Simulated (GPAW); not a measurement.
# Core-hole calculation of the Cu K edge in CuAu (P4/mmm), part 2 of 2

How does the Cu K edge of CuAu (P4/mmm) move when the bonds are compressed or stretched?

GPAW 26.7.0; X-ray absorption from dipole matrix elements to empty bands, plane-wave PAW revPBE.

So far. Step 6 (Spectrum with XCH, Cu atom 2): The scaled spectrum changes by 5 % r.m.s. The highest intensity below 24 eV goes from 10.8 eV (1.63) to 11.2 eV (1.64). Step 8 (Spectrum with XCH, Cu atom 2): Against the first run the r.m.s. difference is 3 %. The highest intensity below 24 eV stays at 10.8 eV.

The database entry behind the starting cell is an old determination (1936), so it need not match the best structure at ambient conditions.

## (10) Spectrum with XCH, Cu atom 2

Changed against the first core-hole run: volume scale from 1 to 1.06.

Contents of xas.py:

```python
import numpy as np
from ase import Atoms
from ase.parallel import parprint, paropen
from gpaw import GPAW, PW, FermiDirac, Mixer, MixerDif, setup_paths
from gpaw.test import gen
setup_paths.insert(0, '.')
gen('Cu', name='fch1s', xcname='revPBE', corehole=(1, 0, 1), write_xml=True)
from gpaw.mpi import world
world.barrier()

atoms = Atoms('Au4Cu4',
    cell=[[2.86587619, 2.86587619, 3.75727325],
     [-2.86587619, 2.86587619, -3.75727325],
     [-2.86587619, 2.86587619, 3.75727325]],
    scaled_positions=[[0, 0, 0],
     [0.5, 0.5, 0],
     [0, 0.5, 0.5],
     [0.5, 0, 0.5],
     [0.5, 0, 0],
     [0, 0.5, 0],
     [0.5, 0.5, 0.5],
     [0, 0, 0.5]],
    pbc=True)
atoms.calc = calc = GPAW(legacy_gpaw=True, mode=PW(430), xc='revPBE', setups={4: 'fch1s'},
    kpts={'size': (6, 6, 6), 'gamma': True}, occupations=FermiDirac(0.1),
    charge=-1, mixer=Mixer(0.1, 5, 50), maxiter=150,
    convergence={'density': 0.0001}, txt='scf.txt')
energy = atoms.get_potential_energy() + calc.get_reference_energy()
ef = calc.get_fermi_level()
out = dict(energy=energy, fermi=ef, forces=atoms.get_forces().tolist())
parprint(f'all-electron energy {energy:.4f} eV, Fermi level {ef:.4f} eV')
ev = np.array([[calc.get_eigenvalues(k, s) for k in range(len(calc.get_ibz_k_points()))] for s in range(calc.get_number_of_spins())])
out['homo'], out['lumo'], out['counts'] = ev[ev < ef].max(), ev[ev > ef].min(), sorted(set((ev < ef).sum((0, 2)).tolist()))
out['filled'] = (ev[:, 0] < ef).sum(1).tolist()

from ase.units import Ha
from gpaw.xas import dipole_matrix_elements
nb = int(calc.get_number_of_electrons() / 2) + 76
top, nb = nb, nb + 8 + nb // 12
nscf = calc.fixed_density(kpts={'size': (6, 6, 6), 'gamma': True}, nbands=nb,
    convergence={'bands': top, 'eigenstates': 1e-5}, maxiter=60, txt='nscf.txt')
cell = atoms.cell.array
ops = [cell.T @ U.T @ np.linalg.inv(cell.T) for U in nscf.wfs.kd.symmetry.op_scc]
E = np.arange(-6, 34, 0.1)
fwhm = np.interp(E, [4, 25], [1.55, 3.5])
Y, X, zero, highest = 0, 0, 1e9, 1e9
for spin in range(nscf.get_number_of_spins()):
    wfs = nscf.wfs
    A = dipole_matrix_elements(wfs.setups[4])
    eps = np.zeros((wfs.kd.nibzkpts, nb))
    d = np.zeros((3, A.shape[1], wfs.kd.nibzkpts, nb), complex)
    for kpt in wfs.kpt_u:
        if kpt.s == spin and 4 in kpt.P_ani:
            eps[kpt.k] = kpt.eps_n * Ha
            d[:, :, kpt.k] = (kpt.weight * wfs.nspins / 2) ** 0.5 * np.inner(A, kpt.P_ani[4])
    world.sum(eps)
    world.sum(d)
    T = np.einsum('amkn,bmkn->abkn', d, d.conj()).real
    T = sum(np.einsum('ai,ijkn,bj->abkn', R, T, R) for R in ops) / len(ops)
    empty = eps > ef
    zero, highest = min(zero, eps[empty].min()), min(highest, eps[:, top - 1].min())
    lines = [(eps, T, empty)] if spin == 0 else lines + [(eps, T, empty)]
for eps, T, empty in lines:
    f = np.einsum('aakn->akn', T).reshape(3, -1)
    x = eps.ravel() - zero
    w = np.interp(x, E, fwhm) / 2.35482
    g = np.exp(-0.5 * ((E[:, None] - x) / w) ** 2) / (w * (2 * np.pi) ** 0.5)
    Y = Y + (f * empty.ravel()) @ g.T
    X = X + (f * ~empty.ravel()) @ g.T
out.update(E=E.round(2).tolist(), xas=Y.tolist(), xes=X.tolist(), zero=zero, valid=highest - zero, nk=len(eps), nb=nb)
for i in range(0, len(E), 10):
    parprint(f'{E[i]:7.2f}', *(f'{v:10.3e}' for v in Y[:, i]))
import json
with paropen('out.json', 'w') as f:
    json.dump(out, f)
```

Run with:

```bash
> OMP_NUM_THREADS=1 mpirun -n 2 gpaw python xas.py
```

It took 6.6 min on 2 MPI ranks of Arm Neoverse V2, shared host; peak memory 0.65 GiB.

| E (eV) | first run | this run |
| --- | --- | --- |
| -2.0 | 0.00 | 0.00 |
| -1.0 | 0.03 | 0.03 |
| 0.0 | 0.24 | 0.25 |
| 1.0 | 0.46 | 0.46 |
| 2.0 | 0.48 | 0.46 |
| 3.0 | 0.46 | 0.47 |
| 4.0 | 0.51 | 0.53 |
| 5.0 | 0.56 | 0.59 |
| 6.0 | 0.69 | 0.76 |
| 7.0 | 0.93 | 1.01 |
| 8.0 | 1.19 | 1.26 |
| 9.0 | 1.44 | 1.49 |
| 10.0 | 1.59 | 1.60 |
| 11.0 | 1.63 | 1.59 |
| 12.0 | 1.53 | 1.45 |
| 13.0 | 1.33 | 1.23 |
| 14.0 | 1.14 | 1.06 |
| 15.0 | 1.00 | 0.96 |
| 16.0 | 0.95 | 0.96 |
| 17.0 | 1.00 | 1.06 |
| 18.0 | 1.11 | 1.16 |
| 19.0 | 1.19 | 1.17 |
| 20.0 | 1.16 | 1.07 |
| 21.0 | 1.04 | 0.92 |
| 22.0 | 0.90 | 0.80 |
| 23.0 | 0.79 | 0.72 |
| 24.0 | 0.72 | 0.65 |
| 25.0 | 0.67 | 0.61 |
| 26.0 | 0.64 | 0.61 |
| 27.0 | 0.63 | 0.62 |
| 28.0 | 0.64 | 0.64 |
| 29.0 | 0.65 | 0.69 |
| 30.0 | 0.69 | 0.79 |
| 31.0 | 0.77 | 0.94 |
| 32.0 | 0.90 | 1.11 |

This run also has another mesh (6×6×6 against 7×7×7), so the 6 % r.m.s. difference can't be laid on the changed setting alone. The highest intensity below 24 eV goes from 10.8 eV (1.63) to 10.4 eV (1.61).

The photon energy of the zero moves by -0.13 eV.

## (11) The volumes side by side

| volume | nearest distance (Å) | shift of the zero (eV) | maximum 1 (eV above own zero) | maximum 2 (eV above own zero) |
| --- | --- | --- | --- | --- |
| 0.94 | 2.655 | +0.16 | 11.2 | 20.0 |
| 1 | 2.710 | +0.00 | 10.8 | 19.2 |
| 1.03 | 2.737 | -0.07 | 10.8 | 19.0 |
| 1.06 | 2.763 | -0.13 | 10.4 | 18.6 |

The curves, each shifted by its zero's change so that they share one photon-energy axis, counted from the zero at V × 1:

| E (eV) | V × 0.94 | V × 1 | V × 1.03 | V × 1.06 |
| --- | --- | --- | --- | --- |
| -2.0 | 0.00 | 0.00 | 0.00 | 0.00 |
| -1.0 | 0.02 | 0.03 | 0.03 | 0.05 |
| 0.0 | 0.22 | 0.24 | 0.25 | 0.28 |
| 1.0 | 0.47 | 0.46 | 0.46 | 0.46 |
| 2.0 | 0.50 | 0.48 | 0.47 | 0.45 |
| 3.0 | 0.47 | 0.46 | 0.46 | 0.48 |
| 4.0 | 0.49 | 0.51 | 0.52 | 0.53 |
| 5.0 | 0.53 | 0.56 | 0.58 | 0.60 |
| 6.0 | 0.62 | 0.69 | 0.73 | 0.79 |
| 7.0 | 0.82 | 0.93 | 0.98 | 1.04 |
| 8.0 | 1.09 | 1.19 | 1.24 | 1.29 |
| 9.0 | 1.35 | 1.44 | 1.47 | 1.51 |
| 10.0 | 1.55 | 1.59 | 1.60 | 1.60 |
| 11.0 | 1.63 | 1.63 | 1.62 | 1.58 |
| 12.0 | 1.62 | 1.53 | 1.48 | 1.42 |
| 13.0 | 1.46 | 1.33 | 1.28 | 1.21 |
| 14.0 | 1.25 | 1.14 | 1.10 | 1.04 |
| 15.0 | 1.08 | 1.00 | 0.98 | 0.96 |
| 16.0 | 0.97 | 0.95 | 0.96 | 0.97 |
| 17.0 | 0.97 | 1.00 | 1.03 | 1.07 |
| 18.0 | 1.04 | 1.11 | 1.14 | 1.16 |
| 19.0 | 1.14 | 1.19 | 1.19 | 1.16 |
| 20.0 | 1.21 | 1.16 | 1.11 | 1.05 |
| 21.0 | 1.16 | 1.04 | 0.97 | 0.90 |
| 22.0 | 1.02 | 0.90 | 0.85 | 0.79 |
| 23.0 | 0.89 | 0.79 | 0.75 | 0.71 |
| 24.0 | 0.79 | 0.72 | 0.69 | 0.64 |
| 25.0 | 0.74 | 0.67 | 0.64 | 0.61 |
| 26.0 | 0.70 | 0.64 | 0.62 | 0.61 |
| 27.0 | 0.68 | 0.63 | 0.62 | 0.62 |
| 28.0 | 0.66 | 0.64 | 0.64 | 0.65 |
| 29.0 | 0.66 | 0.65 | 0.67 | 0.70 |
| 30.0 | 0.65 | 0.69 | 0.73 | 0.81 |
| 31.0 | 0.67 | 0.77 | 0.85 | 0.96 |
| 32.0 | 0.73 | 0.90 | 1.01 | 1.13 |

## (12) Outcome

```
absorber and edge                               : Cu K, atom 2 of the ground-state input (counted from 1)
surroundings                                    : 8 Au at 2.71 Å and 4 Cu at 2.81 Å (distorted cuboctahedral, site symmetry 4/mmm)
highest intensity below 24 eV                   : 10.8 eV above the zero, height 1.63
photon energy of the zero, with the added terms : 8980.5 eV (raw 9010.4 eV; uncertain by a few eV)
```

From V × 0.94 to V × 1.06 the nearest distance grows by 0.108 Å and the zero moves by -0.29 eV. Above their own zero, the maxima move from 11.2 to 10.4 eV and from 20.0 to 18.6 eV. The one highest in energy moves most, in the direction that the rule ΔE·R² ≈ constant for scattering resonances gives. The meshes differ between volumes, which adds to the changes. The Cu K edge of atom 2, with 8 Au at 2.71 Å and 4 Cu at 2.81 Å (distorted cuboctahedral, site symmetry 4/mmm), has its highest intensity of the first 24 eV at 10.8 eV above the zero, near 8991 eV in photon energy (uncertain by a few eV), 1.6 times the mean level of the first 20 eV (Gaussian full width 1.55 eV up to 4 eV, rising linearly to 3.5 eV at 25 eV). At the Cu K edge of atom 2 polarisation matters most near 12.8 eV, where the curves differ by 0.3 on this scale. The script folds with a Gaussian, whereas the core hole's own line is a Lorentzian, so the onset is too steep and the first peak too high. The holes are only 5.4 Å apart, so the shape is probably not converged with cell size; no larger cell was run here. The structure is a published determination, not relaxed.

[Logs are printed without paths, hosts, clocks, repeated set-up lines and the standing remarks that a program may print on its own settings, such as how far it seeks lower states.]

[Hosts, paths, dates, database ids (printed as entryN), source tags and the programs' standing remarks are cut or masked in the printed files.]

[Lists of maxima count a maximum above −3 eV only where it reaches 4 % of the highest in the window and stands out from its surroundings by 2 % of it (1.5 % where it reaches 55 %); shoulders and weaker maxima are passed over, and of the rest the first, up to two pre-edge ones and the few strongest are named.]
